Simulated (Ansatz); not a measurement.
An input for Ansatz 0.2.0 (WSe2 (P6_3/mmc)):

```yaml
crystal:
  lattice:
    - [3.29, 0.0, 0.0]
    - [-1.645, 2.8492235785, 0.0]
    - [0.0, 0.0, 12.97]
  atoms:
    - { symbol: W, position: [0.3333333333, 0.6666666667, 0.25] }
    - { symbol: W, position: [0.6666666667, 0.3333333333, 0.75] }
    - { symbol: Se, position: [0.3333333333, 0.6666666667, 0.621] }
    - { symbol: Se, position: [0.6666666667, 0.3333333333, 0.121] }
    - { symbol: Se, position: [0.3333333333, 0.6666666667, 0.879] }
    - { symbol: Se, position: [0.6666666667, 0.3333333333, 0.379] }
kpoints:
  mp_grid: { grid: [6, 6, 2] }
hamiltonian:
  xc: pbesol
  pseudopotentials: { kind: paw, azcp: { folder: soft_1 }, xc_functional: pbe }
scf:
  occupations: { method: fixed }
gw:
  n_empty_bands: 276
  ecut_chi: 100
  qp_bands: [v2, c2]
  qp_kpoints: band_edges
  screening: { model: contour_deformation }
```

The database entry behind the starting cell differs from later determinations by our own check (a about 0.2 % long), so it need not match the best structure at ambient conditions.

```sh
ansatz run input.yaml --threads 2 --pin off --max-ram 73728MiB --backend cuda --events-out ev --progress --plain --runs-dir out --devices 1 --max-vram 13GiB
```

**Question.** How long will it take on 1 × NVIDIA H100 80GB HBM3 (shared by 6 runs) with 2 threads of AMD EPYC 7R13 (Zen 3), shared host, and how much memory?

It took 39 s; on shared hardware allow 19 s to 78 s. Peak host memory was 1.5 GiB. The sizes that set the cost: 2419 plane waves a state, 14 irreducible k points, 322 bands summed, 291 plane waves in the screening and 9 SCF cycles.

The screening grows as filled bands × empty bands × pairs of k points, times the square of the screening basis for the matrix.

[Paths, hosts, dates, memory and timing lines, banners, echoed tables and standing remarks are left out of the program output.]

[Logs are printed without paths, hosts, clocks, repeated set-up lines and the standing remarks that a program may print on its own settings, such as how far it seeks lower states.]

[Runs of the session that timed out or met a known fault of the program may be left out.]

[Cells called generated may have been cut or substituted from an entry of the Crystallography Open Database or the Materials Project.]

[Hosts, paths, dates, database ids (printed as entryN), source tags and the programs' standing remarks are cut or masked in the printed files.]
